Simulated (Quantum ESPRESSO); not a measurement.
## MgS (Niningerite): a mode Grüneisen parameter, worked out

Aim: the Grüneisen parameter and the pressure coefficient of an optical mode of MgS (Niningerite).

Calculated with Quantum ESPRESSO 7.5; DFT LDA, scalar-relativistic, plane waves, PseudoDojo norm-conserving pseudopotentials.

## (1) The relaxed structure

Symmetry: Fm-3m, No. 225, cubic system. Conventional cell: a = 5.132 Å, b = 5.132 Å, c = 5.132 Å, α = 90.00°, β = 90.00°, γ = 90.00°. Mg has 6 S at 2.57 Å nearest. Nearest to S lie 6 Mg at 2.57 Å. Farther neighbours and most contacts between anions are not listed.

As a file:

```
Mg S
1.0
    -2.56586    0.00000    2.56586
     0.00000    2.56586    2.56586
    -2.56586    2.56586    0.00000
Mg S
1 1
Direct
  0.00000 0.00000 0.00000
  0.50000 0.50000 0.50000
```

This is the cell after its relaxation at this level of theory, not the database cell from which that began.

## (2) Runs at several volumes

The relaxed cell is scaled uniformly; in this structure symmetry fixes all atoms, so nothing has to be relaxed anew. Each volume gets a ground state and a response at Γ. The mode followed is the highest one without the macroscopic field, of symmetry T1u; longitudinal polar modes lie higher. Cutoff 92 Ry, k mesh 8×8×8.

From the response at V/V₀ = 0.97:

The program printed:

```text
[banners, grids, parts of the stress and lines that vanish by symmetry left out]
Program PHONON v.7.5
     Reading xml data from directory:

[...]
Exchange-correlation= PW
                           (   1   4   0   0   0   0   0)
[...]
kinetic-energy cut-off    =      92.0000  Ry
     charge density cut-off    =     368.0000  Ry
     convergence threshold     =      1.0E-18
[...]
Exchange-correlation= PW
                           (   1   4   0   0   0   0   0)
[...]
q = (   0.0000000   0.0000000   0.0000000 )
     49 Sym.Ops. (with q -> -q+G )
     G cutoff =  429.5010  (  26469 G-vectors)     FFT grid: ( 45, 45, 45)
     number of k points=    29
[...]
Mode symmetry, O_h (m-3m)  point group:
[...]
Dielectric constant
[...]
End of electric fields calculation
          Dielectric constant in cartesian axis
          (       5.654832683      -0.000000000      -0.000000000 )
          (      -0.000000000       5.654832683       0.000000000 )
          (      -0.000000000       0.000000000       5.654832683 )
          Effective charges (d Force / dE) in cartesian axis without acoustic sum rule applied (asr)
           atom    1  Mg    Mean Z*:        2.27231
      Ex  (        2.27231       -0.00000       -0.00000 )
      Ey  (       -0.00000        2.27231        0.00000 )
      Ez  (       -0.00000        0.00000        2.27231 )
           atom    2  S     Mean Z*:       -2.28528
      Ex  (       -2.28528        0.00000        0.00000 )
      Ey  (        0.00000       -2.28528        0.00000 )
      Ez  (       -0.00000        0.00000       -2.28528 )
          Effective charges Sum: Mean:       -0.01297
[...]
Effective charges (d Force / dE) in cartesian axis with asr applied:
           atom    1  Mg    Mean Z*:        2.27880
[...]
atom    2  S     Mean Z*:       -2.27880
[...]
Representation #   1 modes #   1   2   3
[...]
End of self-consistent calculation
     Convergence has been achieved
     Representation #   2 modes #   4   5   6
[...]
End of self-consistent calculation
     Convergence has been achieved
[...]
Dielectric constant in cartesian axis
          (       5.654832683      -0.000000000      -0.000000000 )
          (      -0.000000000       5.654832683       0.000000000 )
          (      -0.000000000       0.000000000       5.654832683 )
          Effective charges (d Force / dE) in cartesian axis without acoustic sum rule applied (asr)
           atom    1  Mg    Mean Z*:        2.27231
      Ex  (        2.27231       -0.00000       -0.00000 )
      Ey  (       -0.00000        2.27231        0.00000 )
      Ez  (       -0.00000        0.00000        2.27231 )
           atom    2  S     Mean Z*:       -2.28528
      Ex  (       -2.28528        0.00000        0.00000 )
      Ey  (        0.00000       -2.28528        0.00000 )
      Ez  (       -0.00000        0.00000       -2.28528 )
          Effective charges Sum: Mean:       -0.01297
[...]
Effective charges (d Force / dE) in cartesian axis with asr applied:
           atom    1  Mg    Mean Z*:        2.27880
[...]
atom    2  S     Mean Z*:       -2.27880
[...]
q = (    0.000000000   0.000000000   0.000000000 )
[...]
freq (    1) =       0.074511 [THz] =       2.485405 [cm-1]
     freq (    2) =       0.074511 [THz] =       2.485405 [cm-1]
     freq (    3) =       0.074511 [THz] =       2.485405 [cm-1]
     freq (    4) =       8.173554 [THz] =     272.640419 [cm-1]
     freq (    5) =       8.173554 [THz] =     272.640419 [cm-1]
     freq (    6) =       8.173554 [THz] =     272.640419 [cm-1]
[...]
Mode symmetry, O_h (m-3m)  point group:
     freq (   1-   3) =          2.5  [cm-1]   --> T_1u G_15  G_4- I
     freq (   4-   6) =        272.6  [cm-1]   --> T_1u G_15  G_4- I

   JOB DONE.
```

One volume, V/V₀ = 1, is held back as a test.

```
V/V₀  volume (Å³/atom)  pressure (GPa)   ω (cm⁻¹)
0.97            16.386            2.69     272.64
   1            16.893            0.00  held back
1.03            17.400           -2.31     230.80
```

## (3) The fit

The mode Grüneisen parameter is γ = −d ln ω / d ln V.

```
ln(V/V₀)    ln ω
 -0.0305  5.6082
  0.0296  5.4416
```

A straight line through these points has the slope -2.776, so γ = 2.78; at V/V₀ = 1 it predicts ω = exp(5.5236 + 0.0000) = 250.54 cm⁻¹.

A parabola of pressure against ln V through V/V₀ = 0.97, 1 and 1.03 gives the bulk modulus B = −dP/d ln V = 83 GPa at V₀. With ω₀ from the fitted line the pressure coefficient follows as dω/dP = γ ω₀ / B = 2.78 × 250.5 / 83 = 8.36 cm⁻¹/GPa.

## (4) The run that was held back

The program printed:

```text
[banners, grids, parts of the stress and lines that vanish by symmetry left out]
[banner, memory and clock lines left out]
Program PHONON v.7.5

[...]
Exchange-correlation= PW
                           (   1   4   0   0   0   0   0)
[...]
(   8 q-points):
[...]
kinetic-energy cut-off    =      92.0000  Ry
     charge density cut-off    =     368.0000  Ry
     convergence threshold     =      1.0E-18
[...]
Exchange-correlation= PW
                           (   1   4   0   0   0   0   0)
[...]
q = (   0.0000000   0.0000000   0.0000000 )
     49 Sym.Ops. (with q -> -q+G )
     G cutoff =  438.3117  (  27317 G-vectors)     FFT grid: ( 45, 45, 45)
     number of k points=    29
[...]
Mode symmetry, O_h (m-3m)  point group:
[...]
Dielectric constant
[...]
End of electric fields calculation
          Dielectric constant in cartesian axis
          (       5.647373184       0.000000000       0.000000000 )
          (       0.000000000       5.647373184      -0.000000000 )
          (      -0.000000000       0.000000000       5.647373184 )
          Effective charges (d Force / dE) in cartesian axis without acoustic sum rule applied (asr)
           atom    1  Mg    Mean Z*:        2.30172
      Ex  (        2.30172       -0.00000        0.00000 )
      Ey  (       -0.00000        2.30172        0.00000 )
      Ez  (       -0.00000        0.00000        2.30172 )
           atom    2  S     Mean Z*:       -2.31409
      Ex  (       -2.31409        0.00000        0.00000 )
      Ey  (        0.00000       -2.31409       -0.00000 )
[...]
Convergence has been achieved
[...]
Convergence has been achieved
[...]
Convergence has been achieved
[...]
q = (    0.000000000  -0.707106781   0.000000000 )
[...]
freq (    5) =       8.343317 [THz] =     278.303106 [cm-1]
     freq (    6) =       9.418907 [THz] =     314.180934 [cm-1]
[...]
Mode symmetry, D_4h(4/mmm) point group:
     freq (   1-   2) =        125.0  [cm-1]   --> E_u  X_5' M_5'
     freq (   3-   3) =        185.0  [cm-1]   --> A_2u X_4' M_4'
     freq (   4-   5) =        278.3  [cm-1]   --> E_u  X_5' M_5'
     freq (   6-   6) =        314.2  [cm-1]   --> A_2u X_4' M_4'
[...]
Mode symmetry, D_2d (-42m) point group:
[...]
Representation #   1 mode #   1
[...]
Convergence has been achieved
     Representation #   2 mode #   2
[...]
Convergence has been achieved
     Representation #   3 modes #   3   4
[...]
End of self-consistent calculation
     Convergence has been achieved
     Representation #   4 modes #   5   6
[...]
End of self-consistent calculation
     Convergence has been achieved
[...]
q = (   -0.353553391  -0.707106781   0.000000000 )
[...]
freq (    1) =       5.133766 [THz] =     171.244009 [cm-1]
     freq (    2) =       5.133766 [THz] =     171.244009 [cm-1]
     freq (    3) =       7.185604 [THz] =     239.685934 [cm-1]
     freq (    4) =       7.252467 [THz] =     241.916251 [cm-1]
     freq (    5) =       8.915870 [THz] =     297.401416 [cm-1]
     freq (    6) =       8.915870 [THz] =     297.401416 [cm-1]
[...]
Mode symmetry, D_2d (-42m) point group:
     freq (   1-   2) =        171.2  [cm-1]   --> E    X_5  W_3
     freq (   3-   3) =        239.7  [cm-1]   --> B_2  X_3  W_2
     freq (   4-   4) =        241.9  [cm-1]   --> A_1  X_1  W_1
     freq (   5-   6) =        297.4  [cm-1]   --> E    X_5  W_3
```

It gives 251.45 cm⁻¹ against the predicted 250.54 cm⁻¹, a miss of 0.9 cm⁻¹.

## (5) What came out

```json
{
 "mode Grüneisen parameter": "2.776",
 "bulk modulus": "83.2 GPa",
 "pressure coefficient": "8.36 cm⁻¹/GPa"
}
```

**Reading.** The highest optical mode of MgS (Niningerite) without the LO-TO term stiffens by 8.36 cm⁻¹ a GPa near the relaxed volume, with γ = 2.78. The power law meets all 3 runs within 0.37 %; between neighbouring volumes γ runs from 2.66 to 2.90. Such a coefficient turns a measured shift of this mode into a hydrostatic stress; uniaxial or biaxial stress splits the mode and needs deformation potentials. These are harmonic values at zero temperature for the structure held cubic, which a run at Γ can't show to be stable; the bulk modulus rests on three points.

[Host names and launcher messages were left out of these logs when they were recorded.]

[Logs are printed without paths, hosts, clocks, repeated set-up lines and the standing remarks that a program may print on its own settings, such as how far it seeks lower states.]

[Hosts, paths, dates, database ids (printed as entryN), source tags and the programs' standing remarks are cut or masked in the printed files.]
